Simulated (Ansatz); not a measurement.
# CO on Os(0001): change of the work function, part 2 of 2

How does CO on the hcp site change the work function of Os(0001) as the layer fills?

Ansatz 0.2.0; plane-wave DFT, PBEsol, Ansatz PAW (the session's first sound run).

So far, work function, upper face (eV): step 2 (the clean slab) 5.47; step 3 (38 atoms, coverage 0.111 ML, cell 3x3) 5.95; step 4 (18 atoms, coverage 0.25 ML, cell 2x2) 6.40.

## Step 5: The covered slab, k-mesh 7×7×1, coverage 0.5 ML

System of this step: CO/Os(0001). The cell holds 20 atoms: 16 Os, 2 C and 2 O. Its edges and angles: a = 5.480 Å, b = 5.480 Å, c = 27.074 Å, α = 90.0°, β = 90.0°, γ = 60.0°. Vacuum lies along c.

The input, input.yaml:

```yaml
crystal:
  lattice:
    - [5.48, 0.0, 0.0]
    - [2.74, 4.7458192128, 0.0]
    - [0.0, 0.0, 27.0741476736]
  atoms:
    - { symbol: Os, position: [0.3333333333, 0.3333333333, 0.332420437] }
    - { symbol: Os, position: [0.0, 0.0, 0.4123206438] }
    - { symbol: Os, position: [0.3333333333, 0.3333333333, 0.4915450804] }
    - { symbol: Os, position: [0.0, 0.0, 0.5682642451] }
    - { symbol: Os, position: [0.3333333333, 0.8333333333, 0.332420437] }
    - { symbol: Os, position: [0.0, 0.5, 0.4123206438] }
    - { symbol: Os, position: [0.3333333333, 0.8333333333, 0.4915450804] }
    - { symbol: Os, position: [0.0, 0.5, 0.5682642451] }
    - { symbol: Os, position: [0.8333333333, 0.3333333333, 0.332420437] }
    - { symbol: Os, position: [0.5, 0.0, 0.4123206438] }
    - { symbol: Os, position: [0.8333333333, 0.3333333333, 0.4915450804] }
    - { symbol: Os, position: [0.5, 0.0, 0.5682642451] }
    - { symbol: Os, position: [0.8333333333, 0.8333333333, 0.332420437] }
    - { symbol: Os, position: [0.5, 0.5, 0.4123206438] }
    - { symbol: Os, position: [0.8333333333, 0.8333333333, 0.4915450804] }
    - { symbol: Os, position: [0.5, 0.5, 0.5682642451] }
    - { symbol: C, position: [0.3333333333, 0.3333333333, 0.6247342623] }
    - { symbol: C, position: [0.8333333333, 0.3333333333, 0.6247342623] }
    - { symbol: O, position: [0.3333333333, 0.3333333333, 0.667579563] }
    - { symbol: O, position: [0.8333333333, 0.3333333333, 0.667579563] }
kpoints:
  mp_grid: { grid: [7, 7, 1] }
hamiltonian:
  xc: pbesol
scf:
  occupations: { method: fermi_dirac, width: 0.1 }
  convergence: { dr2_threshold: 1.0e-08 }
efield:
  axis: 3
  dipole_correction: true
  ramp_position: 0.97
  ramp_width: 0.06
relax:
  f_tol: 0.02
  max_steps: 60
  constraints: [{ sites: [0, 1, 4, 5, 8, 9, 12, 13] }]
output:
  bader: true
  dos: { projected: true, e_range: [-8, 4] }
  write_potential: true
  write_density: true
  volumetric_format: npy
```

Command:

```console
ansatz run input.yaml --threads 4 --pin off --max-ram 12288MiB --backend cpu --events-out ev --progress --plain --runs-dir out
```

Run time: 15 min. Hardware: 4 threads of Arm Neoverse V1, shared host; peak memory 3.5 GiB.

Step by step:

```csv
step,energy less that of the first step (eV),largest force component (eV/Å)
1,0.0000,2.5784
2,-0.2417,0.9030
3,-0.3387,0.3477
4,-0.3799,0.4404
5,-0.4004,1.7103
6,-0.4452,0.6121
7,-0.4628,0.0802
8,-0.4410,0.4341
9,-0.4666,0.0586
10,-0.4708,0.0904
11,-0.4715,0.1469
12,-0.4720,0.0286
13,-0.4721,0.0119
```

Relaxation step 8 was tried and not accepted.

Forces are held to the 4 operations that the run works with; a distortion that breaks them can't arise in this run.

The atoms that moved most (Å):

```csv
atom,dx,dy,dz,length
O19,0.000,-0.233,-0.025,0.235
O20,0.000,-0.233,-0.025,0.235
C17,0.000,0.153,0.013,0.153
C18,0.000,0.153,0.013,0.153
Os8,0.000,0.005,0.116,0.116
Os16,0.000,0.005,0.116,0.116
Os12,0.000,-0.064,-0.006,0.065
Os4,0.000,-0.064,-0.006,0.065
```

Final coordinates:

```
Os C O
1.0
     5.48000    0.00000    0.00000
     2.74000    4.74582    0.00000
     0.00000    0.00000   27.07415
Os C O
16 2 2
Cartesian
  2.7400 1.5819 9.0000
  0.0000 0.0000 11.1632
  2.7400 1.5864 13.2918
  0.0000 -0.0643 15.3789
  4.1100 3.9548 9.0000
  1.3700 2.3729 11.1632
  4.1100 3.9588 13.2884
  1.3700 2.3781 15.5015
  5.4800 1.5819 9.0000
  2.7400 0.0000 11.1632
  5.4800 1.5864 13.2918
  2.7400 -0.0643 15.3789
  6.8500 3.9548 9.0000
  4.1100 2.3729 11.1632
  6.8500 3.9588 13.2884
  4.1100 2.3781 15.5015
  2.7400 1.7349 16.9270
  5.4800 1.7349 16.9270
  2.7400 1.3486 18.0490
  5.4800 1.3486 18.0490
```

The density of states has structure finer than the step of the table below, so its rows give means over 0.25 eV, whole bins alone (the curve runs from -8 to 1.98 eV). Peaks (eV: height): -6.320: 38.9, -4.990: 35.8, -4.180: 30.2, -3.730: 32.7, -2.890: 31.5, -2.530: 47.9, -2.200: 40.2.

Density of states against energy, zero at the Fermi level; means over each step:

| energy (eV) | density of states (states/eV a cell) |
| --- | --- |
| -7.75 | 5.52 |
| -7.50 | 9.80 |
| -7.25 | 14.4 |
| -7.00 | 14.6 |
| -6.75 | 17.9 |
| -6.50 | 21.3 |
| -6.25 | 22.0 |
| -6.00 | 16.3 |
| -5.75 | 13.8 |
| -5.50 | 16.8 |
| -5.25 | 17.1 |
| -5.00 | 24.0 |
| -4.75 | 18.6 |
| -4.50 | 14.8 |
| -4.25 | 19.4 |
| -4.00 | 8.18 |
| -3.75 | 17.2 |
| -3.50 | 21.4 |
| -3.25 | 22.5 |
| -3.00 | 19.4 |
| -2.75 | 20.9 |
| -2.50 | 33.4 |
| -2.25 | 26.5 |
| -2.00 | 20.5 |
| -1.75 | 21.1 |
| -1.50 | 16.2 |
| -1.25 | 13.1 |
| -1.00 | 12.1 |
| -0.75 | 18.1 |
| -0.50 | 15.3 |
| -0.25 | 12.7 |
| 0.00 | 14.3 |
| 0.25 | 15.0 |
| 0.50 | 14.9 |
| 0.75 | 14.4 |
| 1.00 | 15.2 |
| 1.25 | 19.5 |
| 1.50 | 18.7 |
| 1.75 | 21.2 |

The relaxation took 13 steps and lowered the energy by 0.47 eV; the largest force on the free atoms ends at 0.012 eV/Å.

The covered face has 6.81 eV, +1.34 eV against the clean one; the bare back face has moved by -0.05 eV, a measure of how thin the slab is.

## Step 6: Adsorbate added, k-mesh 13×13×1, coverage 1 ML

System of this step: CO/Os(0001). The cell holds 6 atoms: 4 Os, 1 C and 1 O. Its edges and angles: a = 2.740 Å, b = 2.740 Å, c = 27.074 Å, α = 90.0°, β = 90.0°, γ = 60.0°. Vacuum lies along c.

input.yaml, the sections that differ from step 5:

```yaml
crystal:
  lattice:
    - [2.74, 0.0, 0.0]
    - [1.37, 2.3729096064, 0.0]
    - [0.0, 0.0, 27.0741476736]
  atoms:
    - { symbol: Os, position: [0.6666666667, 0.6666666667, 0.332420437] }
    - { symbol: Os, position: [0.0, 0.0, 0.4123206438] }
    - { symbol: Os, position: [0.6666666667, 0.6666666667, 0.4915450804] }
    - { symbol: Os, position: [0.0, 0.0, 0.5682642451] }
    - { symbol: C, position: [0.6666666667, 0.6666666667, 0.6247342623] }
    - { symbol: O, position: [0.6666666667, 0.6666666667, 0.667579563] }
kpoints:
  mp_grid: { grid: [13, 13, 1] }
relax:
  f_tol: 0.02
  max_steps: 60
  constraints: [{ sites: [0, 1] }]
output:
  bader: true
  write_potential: true
  write_density: true
  volumetric_format: npy
# hamiltonian, scf, efield: as in step 5
```

The job ended after 32 s (4 threads; peak memory 0.53 GiB; 2.1 min of CPU time).

Relaxation path:

```
step  energy less that of the first step (eV)  largest force component (eV/Å)
   1                                   0.0000                          1.8527
   2                                  -0.0831                          0.8939
   3                                  -0.1180                          0.3056
   4                                  -0.1204                          0.0376
   5                                  -0.1204                          0.0050
```

The run keeps the 6 symmetry operations that it works with, so distortions that break them were not tested.

The atoms that moved most (Å):

| atom | dx | dy | dz | length |
| --- | --- | --- | --- | --- |
| Os4 | 0.000 | 0.000 | 0.099 | 0.099 |
| O6 | 0.000 | 0.000 | 0.066 | 0.066 |
| C5 | 0.000 | 0.000 | 0.047 | 0.047 |
| Os3 | 0.000 | 0.000 | -0.036 | 0.036 |

The relaxation took 5 steps and lowered the energy by 0.12 eV; the largest force on the free atoms ends at 0.005 eV/Å.

The covered face has 7.90 eV, +2.42 eV against the clean one; the bare back face has moved by -0.05 eV, a measure of how thin the slab is.

## Step 7: Work function against coverage

This step: plane-wave DFT, PBEsol, Ansatz PAW; work function against coverage (Ansatz 0.2.0).

The runs are now put side by side.

This step gave:

```
work function of the clean face     : 5.472 eV
largest change of the work function : 2.424 eV
```

Work function of the covered face against coverage:

```csv
coverage (adsorbates/nm²),work function of the covered face (eV)
0.00,5.47
1.71,5.95
3.85,6.40
7.69,6.81
15.38,7.90
```

The dipole per adsorbate comes from the change of the cell's dipole. Coverage, by row:

| coverage (1/nm²) | coverage (ML) | work function (eV) | change (eV) | dipole per adsorbate, positive end outwards (debye) | mean height of the added atoms over the highest substrate atom (Å) |
| --- | --- | --- | --- | --- | --- |
| 1.709 | 0.1111 | 5.948 | 0.4752 | -0.756 | 1.986 |
| 3.845 | 0.25 | 6.399 | 0.9263 | -0.667 | 1.995 |
| 7.69 | 0.5 | 6.811 | 1.338 | -0.478 | 1.986 |
| 15.38 | 1 | 7.896 | 2.424 | -0.426 | 2.067 |

## Step 8: The 0.25 ML cell at another level of theory, cutoff 1380 eV, functional PBE

This step: plane-wave DFT, PBE, JTH PAW (Ansatz 0.2.0).

System of this step: CO/Os(0001). The cell holds 18 atoms: 16 Os, 1 C and 1 O. Cell: a = 5.480 Å, b = 5.480 Å, c = 27.074 Å, α = 90.0°, β = 90.0°, γ = 60.0°. Vacuum lies along c.

The geometry is kept and the functional is PBE; other changes against the main runs: JTH PAW files and cutoff 420 → 1380.

The input, input.yaml:

```yaml
crystal:
  lattice:
    - [5.48, 0.0, 0.0]
    - [2.74, 4.7458192128, 0.0]
    - [0.0, 0.0, 27.0741476736]
  atoms:
    - { symbol: Os, position: [0.3333333333, 0.3333333333, 0.332420437] }
    - { symbol: Os, position: [0.0, 0.0, 0.4123206438] }
    - { symbol: Os, position: [0.3333333333, 0.3333333333, 0.491086465] }
    - { symbol: Os, position: [0.0, 0.0, 0.5675151188] }
    - { symbol: Os, position: [0.3333333333, 0.8333333333, 0.332420437] }
    - { symbol: Os, position: [0.0, 0.5, 0.4123206438] }
    - { symbol: Os, position: [0.3325014721, 0.8337492639, 0.4912148969] }
    - { symbol: Os, position: [-0.0082028205, 0.5041014103, 0.5698214357] }
    - { symbol: Os, position: [0.8333333333, 0.3333333333, 0.332420437] }
    - { symbol: Os, position: [0.5, 0.0, 0.4123206438] }
    - { symbol: Os, position: [0.8337492639, 0.3325014721, 0.4912148969] }
    - { symbol: Os, position: [0.5041014103, -0.0082028205, 0.5698214357] }
    - { symbol: Os, position: [0.8333333333, 0.8333333333, 0.332420437] }
    - { symbol: Os, position: [0.5, 0.5, 0.4123206438] }
    - { symbol: Os, position: [0.8337492639, 0.8337492639, 0.4912148969] }
    - { symbol: Os, position: [0.5041014103, 0.5041014103, 0.5698214357] }
    - { symbol: C, position: [0.3333333333, 0.3333333333, 0.621432957] }
    - { symbol: O, position: [0.3333333333, 0.3333333333, 0.6655694644] }
kpoints:
  mp_grid: { grid: [7, 7, 1] }
hamiltonian:
  xc: pbe
  pseudopotentials: { kind: paw, source: jth }
scf:
  occupations: { method: fermi_dirac, width: 0.1 }
  convergence: { dr2_threshold: 1.0e-08 }
efield:
  axis: 3
  dipole_correction: true
  ramp_position: 0.97
  ramp_width: 0.06
output:
  write_potential: true
  write_density: true
  volumetric_format: npy
```

Elapsed: 4 min, on 4 threads; peak memory 10 GiB; 15 min of CPU time.

Numbers from this step:

- energy at zero smearing: -152691.9988 eV
- work function, upper face: 6.357 eV
- work function, lower face: 5.360 eV
- dipole along the normal: -0.1433 e·Å
- step between the vacuum levels: 0.9971 eV

The work function comes to 6.36 eV, -0.04 eV from the first level.

## Step 9: The 0.25 ML cell at another level of theory, cutoff 420 eV, functional PBE

This step: plane-wave DFT, PBE, Ansatz PAW (Ansatz 0.2.0).

The geometry is kept and the functional is PBE.

Edit input.yaml of step 8 so:

```diff
@@ -28,3 +28,2 @@
   xc: pbe
-  pseudopotentials: { kind: paw, source: jth }
 scf:
```

It took 46 s on 4 threads; peak memory 2.6 GiB.

This step gave:

| Property | Result |
| --- | --- |
| energy at zero smearing | -182961.1165 eV |
| work function, upper face | 6.328 eV |
| work function, lower face | 5.351 eV |
| dipole along the normal | -0.1404 e·Å |
| step between the vacuum levels | 0.9769 eV |

The work function comes to 6.33 eV, -0.07 eV from the first level.

## Step 10: The 0.25 ML cell at another level of theory, cutoff 420 eV, functional revpbe

This step: plane-wave DFT, revPBE, Ansatz PAW (Ansatz 0.2.0).

The geometry is kept and the functional is revPBE.

Edit input.yaml of step 9 so:

```diff
@@ -27,3 +27,3 @@
 hamiltonian:
-  xc: pbe
+  xc: revpbe
 scf:
```

It took 48 s on 4 threads; peak memory 2.6 GiB; 3 min of CPU time.

The work function comes to 6.21 eV, -0.19 eV from the first level.

## Step 11: Side by side

Times are for 4 threads of Arm Neoverse V1, shared host. The runs compared:

```csv
no.,functional,"work function, upper face (eV)",dipole along the normal (e·Å),time,memory (GiB)
1,pbe,6.357,-0.1433,4 min,10
2,pbe,6.328,-0.1404,46 s,2.6
3,revpbe,6.208,-0.1417,48 s,2.6
```

## Step 12: The same run with other settings: basis.ecutrho_ratio = 6 and basis.xc_grid = 4

This step: plane-wave DFT, PBEsol, Ansatz PAW (Ansatz 0.2.0).

System of this step: CO/Os(0001). The cell holds 6 atoms: 4 Os, 1 C and 1 O. Cell: a = 2.740 Å, b = 2.740 Å, c = 27.074 Å, α = 90.0°, β = 90.0°, γ = 60.0°. Vacuum lies along c.

A run with a changed input: it repeats the earlier run at 1 ML with basis.ecutrho_ratio to 6 and basis.xc_grid to 4.

The input, input.yaml:

```yaml
crystal:
  lattice:
    - [2.74, 0.0, 0.0]
    - [1.37, 2.3729096064, 0.0]
    - [0.0, 0.0, 27.0741476736]
  atoms:
    - { symbol: Os, position: [0.6666666667, 0.6666666667, 0.332420437] }
    - { symbol: Os, position: [0.0, 0.0, 0.4123206438] }
    - { symbol: Os, position: [0.6666666667, 0.6666666667, 0.4915450804] }
    - { symbol: Os, position: [0.0, 0.0, 0.5682642451] }
    - { symbol: C, position: [0.6666666667, 0.6666666667, 0.6247342623] }
    - { symbol: O, position: [0.6666666667, 0.6666666667, 0.667579563] }
kpoints:
  mp_grid: { grid: [13, 13, 1] }
hamiltonian:
  xc: pbesol
scf:
  occupations: { method: fermi_dirac, width: 0.1 }
  convergence: { dr2_threshold: 1.0e-08 }
efield:
  axis: 3
  dipole_correction: true
  ramp_position: 0.97
  ramp_width: 0.06
relax:
  f_tol: 0.02
  max_steps: 60
  constraints: [{ sites: [0, 1] }]
output:
  bader: true
  write_potential: true
  write_density: true
  volumetric_format: npy
basis:
  ecutrho_ratio: 6
  xc_grid: 4
```

Wall time 35 s (4 threads); peak memory 0.8 GiB; 2.3 min of CPU time.

The steps of the relaxation:

| step | energy less that of the first step (eV) | largest force component (eV/Å) |
| --- | --- | --- |
| 1 | 0.0000 | 1.8527 |
| 2 | -0.0831 | 0.8939 |
| 3 | -0.1181 | 0.3056 |
| 4 | -0.1204 | 0.0376 |
| 5 | -0.1204 | 0.0050 |

Forces are held to the 6 operations that the run works with; a distortion that breaks them can't arise in this run.

The atoms that moved most (Å):

```csv
atom,dx,dy,dz,length
Os4,0.000,0.000,0.099,0.099
O6,0.000,0.000,0.066,0.066
C5,0.000,0.000,0.047,0.047
Os3,0.000,0.000,-0.036,0.036
```

The relaxed structure:

```xyz
6
Lattice="2.7400 0.0000 0.0000 1.3700 2.3729 0.0000 0.0000 0.0000 27.0741" Properties=species:S:1:pos:R:3
Os    2.7400    1.5819    9.0000
Os    0.0000    0.0000   11.1632
Os    2.7400    1.5819   13.2724
Os    0.0000    0.0000   15.4842
C     2.7400    1.5819   16.9611
O     2.7400    1.5819   18.1405
```

This step gave:

```
energy at zero smearing        : -45808.4458 eV
work function, upper face      : 7.896 eV
work function, lower face      : 5.471 eV
dipole along the normal        : -0.08713 e·Å
step between the vacuum levels : 2.425 eV
```

```csv
quantity,this run,earlier run,difference
"work function, upper face (eV)",7.896,7.896,1.3e-4
"work function, lower face (eV)",5.471,5.472,-1.5e-4
dipole along the normal (e·Å),-0.08713,-0.08713,-8.7e-6
```

Nothing in the table moves by 0.01 in its unit (for the dipole 0.5 % and 5e-5 e·Å).

## Step 13: Varying the input

System of this step: Os(0001). The cell holds 4 atoms: 4 Os. Cell: a = 2.740 Å, b = 2.740 Å, c = 24.490 Å, α = 90.0°, β = 90.0°, γ = 60.0°. Vacuum lies along c.

An input spoilt on purpose, to show how the run answers: it repeats the earlier run at 0 ML with efield.ramp_position from 0.97 to 0.475, and scf.max_iter set to 100.

The input, input.yaml:

```yaml
crystal:
  lattice:
    - [2.74, 0.0, 0.0]
    - [1.37, 2.3729096064, 0.0]
    - [0.0, 0.0, 24.48969]
  atoms:
    - { symbol: Os, position: [0.6666666667, 0.6666666667, 0.3675015894] }
    - { symbol: Os, position: [0.0, 0.0, 0.4558338631] }
    - { symbol: Os, position: [0.6666666667, 0.6666666667, 0.5441661369] }
    - { symbol: Os, position: [0.0, 0.0, 0.6324984106] }
kpoints:
  mp_grid: { grid: [13, 13, 1] }
hamiltonian:
  xc: pbesol
scf:
  occupations: { method: fermi_dirac, width: 0.1 }
  convergence: { dr2_threshold: 1.0e-08 }
  max_iter: 100
efield:
  axis: 3
  dipole_correction: true
  ramp_position: 0.475
  ramp_width: 0.06
relax:
  f_tol: 0.02
  max_steps: 60
  constraints: [{ sites: [0, 1] }]
output:
  write_potential: true
  write_density: true
  volumetric_format: npy
```

Wall time 0.25 s (4 threads); peak memory 0.27 GiB.

The input was rejected at the start.

The program's message: “Error: efield: ion 2 (Os) at fractional coordinate 0.5442 along the field axis lies inside the sawtooth ramp with 2 of the planes that the density is read on at each end, [0.4639, 0.5461] — the ramp m …”

The fault put into the input: the ramp among the atoms.

## Step 14: Outcome

| Property | Result |
| --- | --- |
| work function of the clean face | 5.47 eV |
| work function at 0.11 ML | 5.95 eV |
| work function at 0.25 ML | 6.40 eV |
| work function at 0.5 ML | 6.81 eV |
| work function at 1 ML | 7.90 eV |
| dipole per adsorbate at 0.11 ML, positive end outwards | -0.76 D |

What this shows: CO raises the work function of Os(0001) at the lowest coverage, by 0.48 eV: the adsorbate layer has its negative end outwards. The dipole per adsorbate falls from 0.76 to 0.43 D as the layer fills. Neighbouring dipoles depolarise each other, and heights and bonding change with coverage too. The slab has 4 layers, at the tabulated experimental lattice constant, one starting site was run, and quantum-size effects of a slab this thin can reach one or two tenths of an eV.

[Logs are printed without paths, hosts, clocks, repeated set-up lines and the standing remarks that a program may print on its own settings, such as how far it seeks lower states.]

[Hosts, paths, dates, database ids (printed as entryN), source tags and the programs' standing remarks are cut or masked in the printed files.]

[Maps of the electrostatic potential energy from Ansatz leave out the sawtooth potential of an applied field or a dipole correction, so their vacuum need not be flat; planar profiles and work functions include it.]

[The density of states shown here was stored with 400 of the rows of the run's finer table, so its peaks can read low, often by over a quarter, or be missed, and its means over a window can be off by a tenth or more.]
